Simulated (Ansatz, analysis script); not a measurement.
Computed results, one entry a study.

```
Fixed-spin-moment curve of MnGe
1.0
     4.72500    0.00000    0.00000
     0.00000    4.72500    0.00000
     0.00000    0.00000    4.72500
Mn Ge
4 4
Direct
  0.63711 0.13711 0.36289
  0.13711 0.36289 0.63711
  0.36289 0.63711 0.13711
  0.86289 0.86289 0.86289
  0.34236 0.84236 0.65764
  0.84236 0.65764 0.34236
  0.65764 0.34236 0.84236
  0.15764 0.15764 0.15764
# method: PBEsol, PAW set soft_1 (files made for PBE); collinear runs at fixed total moment and in a field on the spins (and 4 further levels or steps)
# program: Ansatz 0.2.0 and analysis script 1
# settings of one run: cutoff 420 eV, 8×8×8 k-mesh, Fermi-Dirac occupations, smearing width 0.05 eV
# notes: In doubt: warnings of the run leave room for a lower electronic state (Ansatz, analysis script), so energies may not be the lowest and differences between runs may mislead. The program’s warnings: negative dielectric reading. In doubt: the program’s search for lower states was switched off, so a lower magnetic state than those reached may exist.
# state of the free run: ferromagnetic
# net moment of the free run: 7.73 μB
# energy of the free run from the state without spin: -594 meV a cell
# lowest of the fixed moments tried: M = 7.818 μB, -594 meV
# dM/dB between 0 and 300 T: 0.384 μB a cell per 1000 T
```

[Logs and program files are shortened in this print: banners, set-up blocks, solver, clock and traceback lines can be left out without a mark of their own.]

[Logs are printed without paths, hosts, clocks, repeated set-up lines and the standing remarks that a program may print on its own settings, such as how far it seeks lower states.]

[Hosts, paths, dates, database ids (printed as entryN), source tags and the programs' standing remarks are cut or masked in the printed files.]
